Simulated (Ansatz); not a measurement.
# How Sc(0001) screens a field

Wanted: the response of a Sc(0001) slab to a perpendicular field.

Calculated with Ansatz 0.2.0; plane-wave DFT, r2SCAN, Ansatz PAW.

### 1. The starting structure

The cell holds 6 atoms: 6 Sc. Cell: a = 3.310 Å, b = 3.310 Å, c = 31.190 Å, α = 90.0°, β = 90.0°, γ = 60.0°. Vacuum lies along c.

### 2. Single point, field 0

A sawtooth potential applies the field, turning back in the middle of the vacuum. With the dipole correction the typed value is the field outside the slab. The induced dipole is small, so the SCF threshold is tight.

Contents of input.yaml:

```yaml
crystal:
  lattice:
    - [3.31, 0.0, 0.0]
    - [1.655, 2.8665440865, 0.0]
    - [0.0, 0.0, 31.19035]
  atoms:
    - { symbol: Sc, position: [0.6666666667, 0.6666666667, 0.2885507857] }
    - { symbol: Sc, position: [0.0, 0.0, 0.3731304714] }
    - { symbol: Sc, position: [0.6666666667, 0.6666666667, 0.4577101571] }
    - { symbol: Sc, position: [0.0, 0.0, 0.5422898429] }
    - { symbol: Sc, position: [0.6666666667, 0.6666666667, 0.6268695286] }
    - { symbol: Sc, position: [0.0, 0.0, 0.7114492143] }
kpoints:
  mp_grid: { grid: [18, 18, 1] }
hamiltonian:
  xc: r2scan
scf:
  occupations: { method: fermi_dirac, width: 0.1 }
  convergence: { dr2_threshold: 1.0e-10 }
efield:
  axis: 3
  dipole_correction: true
  ramp_position: 0.97
  ramp_width: 0.06
  amplitude: 0
output:
  forces: true
  write_potential: true
  write_density: true
  volumetric_format: npy
```

Run with:

```sh
$ ansatz run input.yaml --threads 4 --pin off --max-ram 6144MiB --backend cpu --events-out ev --progress --plain --runs-dir out
```

Numbers of over 12 decimals in the logs are rounded to 6 here.

The program printed:

```text
Engine: ansatz 0.2.0, aarch64-unknown-linux-gnu
Pseudopotentials: kind: paw
Pseudopotential: Sc, paw, valence charge 11, recommended cutoff 500 eV (meta_gga), Sc.paw.azcp
Functional definition: r2SCAN
  parameter k0 = 0.174
  parameter k1 = 0.065
  parameter a1 = 4.9479
  exchange = r2scan_x(k0 = k0, k1 = k1, a1 = a1)
  correlation = r2scan_c
Crystal: 6 atoms, lattice volume = 295.942 Å³
Basis set: ecut = 500 eV, 7433 PW (Γ), exchange–correlation on 100×100×960 points (64 copies of the dense FFT grid, shifted against one another)
Bands: 40, of which v1, the nominal top of the filled ones, is band 33 counted from 1 (32 counted from 0)
Symmetry: 6 space group operations
k-points: 37 of 324 (time reversal used)
Non-local potential: Sc, projectors of the file, l = 0: 3, l = 1: 2, l = 2: 3, l = 3: 1
PAW form: soft (Blöchl's): semilocal exchange-correlation on the pseudo side does not see the compensation charge
PAW frozen core: Sc, regenerated for the run's functional (the file was generated under x = pbe(κ = 0.804, μ = 0.219515), c = pbe(β = 0.066725))
PAW one-centre angular grid: Sc, 590 points (default); XC on 160 Gauss nodes
Initial density: superposition of atomic densities (neutral atoms: chi_scale 0, normalization atom), corrected by the library's trained network
Initial wavefunctions: pseudopotential atomic-orbital guess
Functional: x = r2scan, c = r2scan; τ floored in thin density (d = 2e-4 eV/Å³)
SCF iter   1: F=—  HF=-12841.933202 eV  |F-HF|=—  |Δ(HF+E_count)|=         —  Δρ=8.44e-3  dr2=6.38e-1  dr2_τ=1.66e-2  ethr=1.77e-3  p=0.000 e·Å  D=5.76e-15 V/Å  ΔV_dip=-0.00 eV  dr2_dipole=1.19e-6  V_vac-E_F(+/−)=3.39/3.39 eV  ⟨swp⟩=7.9  Hψ=6303  notcnv=0
efield: sawtooth ramp at fractional position 0.9700 (set: `efield.ramp_position`, or a place that a band, a saddle search or an elastic batch's reference lends), width 0.0600; the density the first Hamiltonian is built on has a dipole p = 0.000 e·Å; the dipole correction subtracts the counter field D = 5.76e-15 V/Å, which shifts the + side's vacuum level by -0.00 eV against the − side's; the planar-averaged density in the ramp window peaks in size at 2.5e-5 e/Å³
preconditioner: auto → LDOS  [metal: Δε(μ)=0.003 eV  Ē_g=2.133 eV  σ=0.100 eV  W_gap=0.01  n_scr=20 (ndim 8)  ℏωp=9.2 eV  f_vac=0.439  D(μ)=12.62/eV (n_scr^D=128)  β→1.0]
SCF iter   2: F=—  HF=-12841.987045 eV  |F-HF|=—  |Δ(HF+E_count)|=   5.38e-2  Δρ=4.20e-3  dr2=4.02e-2  dr2_τ=6.75e-3  ethr=9.66e-4  p=-0.000 e·Å  D=-1.84e-6 V/Å  ΔV_dip=0.00 eV  dr2_dipole=6.96e-5  V_vac-E_F(+/−)=3.59/3.59 eV  ⟨swp⟩=8.3  Hψ=11266  notcnv=0
automatic band count: the SCF goes on with 47 bands, as 40 were too few: the levels above may hold too much charge
SCF iter   3: F=—  HF=-12841.984883 eV  |F-HF|=—  |Δ(HF+E_count)|=   2.16e-3  Δρ=1.23e-3  dr2=8.54e-3  dr2_τ=2.22e-4  ethr=6.10e-5  p=0.000 e·Å  D=8.10e-8 V/Å  ΔV_dip=-0.00 eV  dr2_dipole=8.87e-7  V_vac-E_F(+/−)=3.60/3.60 eV  ⟨swp⟩=2.1  Hψ=3779  notcnv=0
SCF iter   4: F=—  HF=-12841.983704 eV  |F-HF|=—  |Δ(HF+E_count)|=   1.18e-3  Δρ=2.82e-4  dr2=5.15e-4  dr2_τ=7.54e-6  ethr=1.29e-5  p=-0.000 e·Å  D=-4.71e-6 V/Å  ΔV_dip=0.00 eV  dr2_dipole=1.71e-6  V_vac-E_F(+/−)=3.67/3.67 eV  ⟨swp⟩=2.1  Hψ=2365  notcnv=0
SCF iter   5: F=—  HF=-12841.983939 eV  |F-HF|=—  |Δ(HF+E_count)|=   2.35e-4  Δρ=1.46e-4  dr2=2.50e-4  dr2_τ=4.88e-6  ethr=7.81e-7  p=0.000 e·Å  D=7.85e-7 V/Å  ΔV_dip=-0.00 eV  dr2_dipole=5.97e-8  V_vac-E_F(+/−)=3.70/3.70 eV  ⟨swp⟩=3.0  Hψ=3274  notcnv=0
SCF iter   6: F=—  HF=-12841.983955 eV  |F-HF|=—  |Δ(HF+E_count)|=   1.56e-5  Δρ=4.56e-5  dr2=2.59e-5  dr2_τ=2.97e-7  ethr=3.79e-7  p=-0.000 e·Å  D=-1.75e-6 V/Å  ΔV_dip=0.00 eV  dr2_dipole=7.72e-10  V_vac-E_F(+/−)=3.72/3.72 eV  ⟨swp⟩=2.0  Hψ=1937  notcnv=0
SCF iter   7: F=—  HF=-12841.983975 eV  |F-HF|=—  |Δ(HF+E_count)|=   2.02e-5  Δρ=2.65e-5  dr2=5.27e-6  dr2_τ=1.04e-7  ethr=3.93e-8  p=0.000 e·Å  D=3.65e-7 V/Å  ΔV_dip=-0.00 eV  dr2_dipole=4.59e-9  V_vac-E_F(+/−)=3.74/3.74 eV  ⟨swp⟩=2.3  Hψ=2824  notcnv=0
SCF iter   8: F=—  HF=-12841.984061 eV  |F-HF|=—  |Δ(HF+E_count)|=   8.56e-5  Δρ=1.13e-5  dr2=1.68e-6  dr2_τ=2.48e-8  ethr=7.99e-9  p=-0.000 e·Å  D=-3.53e-7 V/Å  ΔV_dip=0.00 eV  dr2_dipole=2.15e-9  V_vac-E_F(+/−)=3.75/3.75 eV  ⟨swp⟩=2.0  Hψ=2745  notcnv=0
SCF iter   9: F=—  HF=-12841.984061 eV  |F-HF|=—  |Δ(HF+E_count)|=  4.06e-10  Δρ=2.35e-6  dr2=2.31e-8  dr2_τ=5.25e-10  ethr=2.55e-9  p=-0.000 e·Å  D=-3.78e-8 V/Å  ΔV_dip=0.00 eV  dr2_dipole=3.15e-13  V_vac-E_F(+/−)=3.75/3.75 eV  ⟨swp⟩=2.3  Hψ=2307  notcnv=0
SCF iter  10: F=—  HF=-12841.984061 eV  |F-HF|=—  |Δ(HF+E_count)|=   1.30e-8  Δρ=7.48e-7  dr2=5.11e-9  dr2_τ=5.01e-11  ethr=3.49e-11  p=-0.000 e·Å  D=-6.13e-8 V/Å  ΔV_dip=0.00 eV  dr2_dipole=2.14e-12  V_vac-E_F(+/−)=3.75/3.75 eV  ⟨swp⟩=2.3  Hψ=2423  notcnv=0
SCF iter  11: F=—  HF=-12841.984061 eV  |F-HF|=—  |Δ(HF+E_count)|=   1.55e-9  Δρ=3.84e-7  dr2=1.01e-9  dr2_τ=2.19e-11  ethr=7.74e-12  p=-0.000 e·Å  D=-5.53e-8 V/Å  ΔV_dip=0.00 eV  dr2_dipole=1.68e-15  V_vac-E_F(+/−)=3.75/3.75 eV  ⟨swp⟩=2.8  Hψ=3012  notcnv=0
SCF iter  12: F=—  HF=-12841.984061 eV  |F-HF|=—  |Δ(HF+E_count)|=  3.09e-10  Δρ=1.55e-7  dr2=2.60e-10  dr2_τ=5.35e-12  ethr=1.54e-12  p=-0.000 e·Å  D=-4.64e-8 V/Å  ΔV_dip=0.00 eV  dr2_dipole=2.16e-13  V_vac-E_F(+/−)=3.75/3.75 eV  ⟨swp⟩=2.1  Hψ=2449  notcnv=0
SCF iter  13: F=-12841.984061 eV  HF=-12841.984061 eV  |F-HF|=2.55e-11  |Δ(HF+E_count)|=  1.93e-10  Δρ=4.78e-8  dr2=1.34e-11  dr2_τ=2.09e-13  ethr=1.00e-12  p=-0.000 e·Å  D=-3.29e-8 V/Å  ΔV_dip=0.00 eV  dr2_dipole=5.19e-14  V_vac-E_F(+/−)=3.75/3.75 eV  ⟨swp⟩=14.1  Hψ=8386  notcnv=0
SCF 1 converged in 13 iterations: F = -12841.984061 eV  dr2 = 1.34e-11
  greatest PAW one-centre occupation: 0.998 electrons in one spin orbital (limit 2), on the Sc atom at site 2 (counted from 0), in its partial waves of l = 0
WARN: The output density's exchange-correlation potential varies sharply where the density is thin. Do not read a vacuum level from v_tot or v_xc, or from such a field of the output density. On a cell that repeats whose density bears no net charge and no dipole along the vacuum's axis use v_es (v_loc + v_h of the components); under efield.dipole_correction with no amplitude use v_es + v_field, which holds any externa [...]
SCF converged after 13 iterations
Free energy (F): -12841.984061 eV
Harris-Foulkes:  -12841.984061 eV  (|F-HF|=2.55e-11)
Internal energy: -12841.561116 eV  (E = F + TS)
E sigma→0 (E₀):  -12841.772588 eV
Entropy (-TS):   -0.422945 eV (-70.491 meV/atom)
Fermi energy:    2.923214 eV
Dipole field:    D = 0.000000 V/Å  (p = 0.000000 e·Å, saw-weighted, corrected)
Work function:   Φ+ = 3.7474 eV   Φ− = 3.7475 eV
Levels:          The Fermi level and band energies are counted from a zero that moves with the ramp; work functions are not
--- Per-component energies (eV) ---
  E_band       = -1507.685677
  E_kinetic    = 1556.231793
  E_local      = -58542.158338  (includes V_loc(G=0)·N_el)
  E_nonlocal   = 491.758807
  E_hartree    = 28250.916791
  E_xc         = -596.536023
  E_vxc        = -843.456347  (∫ρ·V_xc dr)
  E_paw        = -5783.485776  (= ΣΔE_a)
  E_vpaw       = -727.902140  (= ΣTr[D̂ρ^β])
  E_aug_tail   = 0.000030  (compensation charges beyond the density's cutoff)
  E_vtau       = 56.006328  (kinetic-family band-sum trace: ∫τ·v_τ [+ j·A + Jᵃ·Aᵃ] dr)
  E_efield     = 0.000000  (sawtooth field / dipole correction)
  E_vefield    = 0.000000  (∫n·V_field dr)
  E_ewald      = 21783.142550
  E_core_change = -1.430951  (= ΣΔE_core)
  E_smearing   = -0.422945  (= −TS)
  E_closure    = 0.000000  (closes the sum)
  Σ components = -12841.984061   (vs F -12841.984061, Δ=0.00e0)
--- Forces (eV/Å), atoms counted from 1 ---
  atom   1  Sc     0.00000000     0.00000000     0.19189433
  atom   2  Sc    -0.00000000    -0.00000000    -0.17302958
  atom   3  Sc    -0.00000000     0.00000000     0.02732362
  atom   4  Sc     0.00000000    -0.00000000    -0.02733189
  atom   5  Sc     0.00000000     0.00000000     0.17304528
  atom   6  Sc    -0.00000000    -0.00000000    -0.19189169
  max |Σ_I F_I| component: 1.01e-5 eV/Å
--- Band table (eV; the first three rows and the last of 37) ---
  k-point 0: bands = [... 29 lower, 0.9439, 2.9686, 2.9747, 3.2758, 3.5476, 3.9544, 4.4032, 4.4645, ... 10 higher]
  k-point 1: bands = [... 29 lower, 1.0041, 2.9684, 2.9788, 3.2471, 3.5298, 3.9440, 4.3448, 4.3939, ... 10 higher]
  k-point 2: bands = [... 29 lower, 1.1779, 2.9434, 2.9767, 3.1874, 3.4904, 3.9212, 4.1854, 4.2043, ... 10 higher]
  k-point 36: bands = [... 29 lower, 2.4918, 2.4918, 2.5041, 2.5337, 2.8970, 2.8970, 3.2781, 3.2781, ... 10 higher]
```

Run time: 35 s. Hardware: 4 threads of Arm Neoverse V2, shared host; peak memory 1.3 GiB; 2.3 min of CPU time.

Reading the cycles: dr2 is the Hartree energy of the density residual (eV), the measure of convergence; HF is the Harris–Foulkes estimate of the energy, which meets the free energy F at convergence.

Numbers from this step:

* energy at zero smearing: -12841.7726 eV
* work function, upper face: 3.747 eV
* dipole along the normal: 3.58e-7 e·Å

Running mean over 2.63807 Å of the planar mean; the ramp of the sawtooth is left out. The electron's electrostatic potential energy less the Fermi level by z:

| z (Å) | electron's electrostatic potential energy less the Fermi level (eV) |
| --- | --- |
| 4 | 3.74 |
| 5 | 3.71 |
| 6 | 3.47 |
| 7 | 1.92 |
| 8 | -3.53 |
| 9 | -5.62 |
| 10 | -5.29 |
| 11 | -5.18 |
| 12 | -5.22 |
| 13 | -5.25 |
| 14 | -5.26 |
| 15 | -5.26 |
| 16 | -5.26 |
| 17 | -5.26 |
| 18 | -5.26 |
| 19 | -5.23 |
| 20 | -5.18 |
| 21 | -5.24 |
| 22 | -5.59 |
| 23 | -4.41 |
| 24 | 1.18 |
| 25 | 3.34 |
| 26 | 3.69 |
| 27 | 3.74 |

Force by atom:

| atom | x (eV/Å) | y (eV/Å) | z (eV/Å) | size |
| --- | --- | --- | --- | --- |
| Sc1 | 0.000 | 0.000 | 0.192 | 0.192 |
| Sc2 | 0.000 | 0.000 | -0.173 | 0.173 |
| Sc3 | 0.000 | 0.000 | 0.027 | 0.027 |
| Sc4 | 0.000 | 0.000 | -0.027 | 0.027 |
| Sc5 | 0.000 | 0.000 | 0.173 | 0.173 |
| Sc6 | 0.000 | 0.000 | -0.192 | 0.192 |

The work function of the upper face is 3.75 eV.

### 3. Atoms held, field 0.05 V/Å

input.yaml, as its differences from that of step 2:

```diff
@@ -24,3 +24,3 @@
   ramp_width: 0.06
-  amplitude: 0
+  amplitude: 0.05
 output:
```

The program printed:

```text
[...]
Crystal: 6 atoms, lattice volume = 295.942 Å³
Basis set: ecut = 500 eV, 7433 PW (Γ), exchange–correlation on 100×100×960 points (64 copies of the dense FFT grid, shifted against one another)
Bands: 40, of which v1, the nominal top of the filled ones, is band 33 counted from 1 (32 counted from 0)
Symmetry: 6 space group operations
k-points: 37 of 324 (time reversal used)
[...]
k-point 0: bands = [... 29 lower, 0.9436, 2.9610, 2.9816, 3.2755, 3.5472, 3.9540, 4.4029, 4.4641, ... 10 higher]
  k-point 1: bands = [... 29 lower, 1.0038, 2.9629, 2.9836, 3.2468, 3.5295, 3.9437, 4.3445, 4.3936, ... 10 higher]
  k-point 2: bands = [... 29 lower, 1.1776, 2.9421, 2.9774, 3.1871, 3.4901, 3.9209, 4.1851, 4.2040, ... 10 higher]
  k-point 36: bands = [... 29 lower, 2.4913, 2.4916, 2.5038, 2.5334, 2.8965, 2.8968, 3.2774, 3.2782, ... 10 higher]
[key lines of the parts left out:]
SCF converged after 13 iterations
Free energy (F): -12841.985275 eV
Fermi energy:    2.922901 eV
Dipole field:    D = 0.029713 V/Å  (p = 0.048596 e·Å, saw-weighted, corrected)
```

The job ended after 33 s (4 threads; peak memory 1.3 GiB; 2.2 min of CPU time).

The dipole is 0.0486 e·Å.

### 4. Atoms held, field -0.05 V/Å

input.yaml, as its differences from that of step 3:

```diff
@@ -24,3 +24,3 @@
   ramp_width: 0.06
-  amplitude: 0.05
+  amplitude: -0.05
 output:
```

The program printed:

```text
[...]
Crystal: 6 atoms, lattice volume = 295.942 Å³
Basis set: ecut = 500 eV, 7433 PW (Γ), exchange–correlation on 100×100×960 points (64 copies of the dense FFT grid, shifted against one another)
Bands: 40, of which v1, the nominal top of the filled ones, is band 33 counted from 1 (32 counted from 0)
Symmetry: 6 space group operations
k-points: 37 of 324 (time reversal used)
[...]
k-point 0: bands = [... 29 lower, 0.9436, 2.9610, 2.9816, 3.2755, 3.5472, 3.9540, 4.4029, 4.4641, ... 10 higher]
  k-point 1: bands = [... 29 lower, 1.0038, 2.9629, 2.9836, 3.2468, 3.5295, 3.9437, 4.3445, 4.3936, ... 10 higher]
  k-point 2: bands = [... 29 lower, 1.1776, 2.9421, 2.9774, 3.1871, 3.4901, 3.9209, 4.1851, 4.2040, ... 10 higher]
  k-point 36: bands = [... 29 lower, 2.4914, 2.4916, 2.5038, 2.5334, 2.8965, 2.8968, 3.2774, 3.2782, ... 10 higher]
[key lines of the parts left out:]
SCF converged after 13 iterations
Free energy (F): -12841.985275 eV
Fermi energy:    2.922902 eV
Dipole field:    D = -0.029714 V/Å  (p = -0.048596 e·Å, saw-weighted, corrected)
```

Wall time 34 s (4 threads); peak memory 1.3 GiB; 2.2 min of CPU time.

The dipole is -0.0486 e·Å.

### 5. Atoms held, field 0.1 V/Å

input.yaml, as its differences from that of step 4:

```diff
@@ -24,3 +24,3 @@
   ramp_width: 0.06
-  amplitude: -0.05
+  amplitude: 0.1
 output:
```

The program printed:

```text
[...]
Crystal: 6 atoms, lattice volume = 295.942 Å³
Basis set: ecut = 500 eV, 7433 PW (Γ), exchange–correlation on 100×100×960 points (64 copies of the dense FFT grid, shifted against one another)
Bands: 40, of which v1, the nominal top of the filled ones, is band 33 counted from 1 (32 counted from 0)
Symmetry: 6 space group operations
k-points: 37 of 324 (time reversal used)
[...]
k-point 0: bands = [... 29 lower, 0.9426, 2.9504, 2.9902, 3.2746, 3.5463, 3.9531, 4.4019, 4.4629, ... 10 higher]
  k-point 1: bands = [... 29 lower, 1.0029, 2.9537, 2.9908, 3.2460, 3.5286, 3.9427, 4.3435, 4.3926, ... 10 higher]
  k-point 2: bands = [... 29 lower, 1.1767, 2.9382, 2.9791, 3.1864, 3.4892, 3.9200, 4.1840, 4.2031, ... 10 higher]
  k-point 36: bands = [... 29 lower, 2.4903, 2.4908, 2.5029, 2.5325, 2.8953, 2.8961, 3.2761, 3.2776, ... 10 higher]
[key lines of the parts left out:]
SCF converged after 16 iterations
Free energy (F): -12841.988920 eV
Fermi energy:    2.921962 eV
Dipole field:    D = 0.059424 V/Å  (p = 0.097186 e·Å, saw-weighted, corrected)
```

Wall time 36 s (4 threads); peak memory 1.3 GiB.

The dipole is 0.0972 e·Å.

### 6. Single point, field -0.1 V/Å

input.yaml, as its differences from that of step 5:

```diff
@@ -24,3 +24,3 @@
   ramp_width: 0.06
-  amplitude: 0.1
+  amplitude: -0.1
 output:
```

The program printed:

```text
[...]
Crystal: 6 atoms, lattice volume = 295.942 Å³
Basis set: ecut = 500 eV, 7433 PW (Γ), exchange–correlation on 100×100×960 points (64 copies of the dense FFT grid, shifted against one another)
Bands: 40, of which v1, the nominal top of the filled ones, is band 33 counted from 1 (32 counted from 0)
Symmetry: 6 space group operations
k-points: 37 of 324 (time reversal used)
[...]
k-point 0: bands = [... 29 lower, 0.9426, 2.9504, 2.9902, 3.2746, 3.5463, 3.9531, 4.4019, 4.4629, ... 10 higher]
  k-point 1: bands = [... 29 lower, 1.0029, 2.9537, 2.9908, 3.2460, 3.5286, 3.9427, 4.3435, 4.3926, ... 10 higher]
  k-point 2: bands = [... 29 lower, 1.1767, 2.9382, 2.9791, 3.1864, 3.4892, 3.9200, 4.1840, 4.2031, ... 10 higher]
  k-point 36: bands = [... 29 lower, 2.4903, 2.4908, 2.5029, 2.5325, 2.8953, 2.8961, 3.2761, 3.2776, ... 10 higher]
[key lines of the parts left out:]
SCF converged after 16 iterations
Free energy (F): -12841.988920 eV
Fermi energy:    2.921962 eV
Dipole field:    D = -0.059424 V/Å  (p = -0.097187 e·Å, saw-weighted, corrected)
```

It took 36 s on 4 threads; peak memory 1.3 GiB; 2.4 min of CPU time.

The dipole is -0.0972 e·Å.

### 7. Atoms held, field 0.2 V/Å

input.yaml, as its differences from that of step 6:

```diff
@@ -24,3 +24,3 @@
   ramp_width: 0.06
-  amplitude: -0.1
+  amplitude: 0.2
 output:
```

The program printed:

```text
[...]
Crystal: 6 atoms, lattice volume = 295.942 Å³
Basis set: ecut = 500 eV, 7433 PW (Γ), exchange–correlation on 100×100×960 points (64 copies of the dense FFT grid, shifted against one another)
Bands: 40, of which v1, the nominal top of the filled ones, is band 33 counted from 1 (32 counted from 0)
Symmetry: 6 space group operations
k-points: 37 of 324 (time reversal used)
[...]
k-point 0: bands = [... 29 lower, 0.9389, 2.9270, 3.0059, 3.2712, 3.5426, 3.9492, 4.3981, 4.4583, ... 10 higher]
  k-point 1: bands = [... 29 lower, 0.9991, 2.9323, 3.0042, 3.2428, 3.5250, 3.9389, 4.3396, 4.3888, ... 10 higher]
  k-point 2: bands = [... 29 lower, 1.1729, 2.9254, 2.9833, 3.1837, 3.4857, 3.9161, 4.1798, 4.1996, ... 10 higher]
  k-point 36: bands = [... 29 lower, 2.4862, 2.4873, 2.4991, 2.5287, 2.8912, 2.8927, 3.2716, 3.2746, ... 10 higher]
[key lines of the parts left out:]
SCF converged after 18 iterations
Free energy (F): -12842.003500 eV
Fermi energy:    2.918190 eV
Dipole field:    D = 0.118877 V/Å  (p = 0.194421 e·Å, saw-weighted, corrected)
```

Elapsed: 45 s, on 4 threads; peak memory 1.3 GiB; 2.9 min of CPU time.

The dipole is 0.194 e·Å.

### 8. Atoms held, field -0.2 V/Å

input.yaml, as its differences from that of step 7:

```diff
@@ -24,3 +24,3 @@
   ramp_width: 0.06
-  amplitude: 0.2
+  amplitude: -0.2
 output:
```

The program printed:

```text
[...]
Crystal: 6 atoms, lattice volume = 295.942 Å³
Basis set: ecut = 500 eV, 7433 PW (Γ), exchange–correlation on 100×100×960 points (64 copies of the dense FFT grid, shifted against one another)
Bands: 40, of which v1, the nominal top of the filled ones, is band 33 counted from 1 (32 counted from 0)
Symmetry: 6 space group operations
k-points: 37 of 324 (time reversal used)
[...]
k-point 0: bands = [... 29 lower, 0.9389, 2.9270, 3.0059, 3.2712, 3.5426, 3.9492, 4.3981, 4.4583, ... 10 higher]
  k-point 1: bands = [... 29 lower, 0.9991, 2.9323, 3.0042, 3.2428, 3.5250, 3.9389, 4.3395, 4.3888, ... 10 higher]
  k-point 2: bands = [... 29 lower, 1.1729, 2.9254, 2.9833, 3.1837, 3.4857, 3.9161, 4.1798, 4.1996, ... 10 higher]
  k-point 36: bands = [... 29 lower, 2.4862, 2.4873, 2.4991, 2.5287, 2.8912, 2.8927, 3.2716, 3.2746, ... 10 higher]
[key lines of the parts left out:]
SCF converged after 18 iterations
Free energy (F): -12842.003500 eV
Fermi energy:    2.918190 eV
Dipole field:    D = -0.118875 V/Å  (p = -0.194418 e·Å, saw-weighted, corrected)
```

Elapsed: 45 s, on 4 threads; peak memory 1.3 GiB.

The dipole is -0.194 e·Å.

(Part 1 of 2 ends here.)

[Logs are printed without paths, hosts, clocks, repeated set-up lines and the standing remarks that a program may print on its own settings, such as how far it seeks lower states.]

[Hosts, paths, dates, database ids (printed as entryN), source tags and the programs' standing remarks are cut or masked in the printed files.]

[Maps of the electrostatic potential energy from Ansatz leave out the sawtooth potential of an applied field or a dipole correction, so their vacuum need not be flat; planar profiles and work functions include it.]
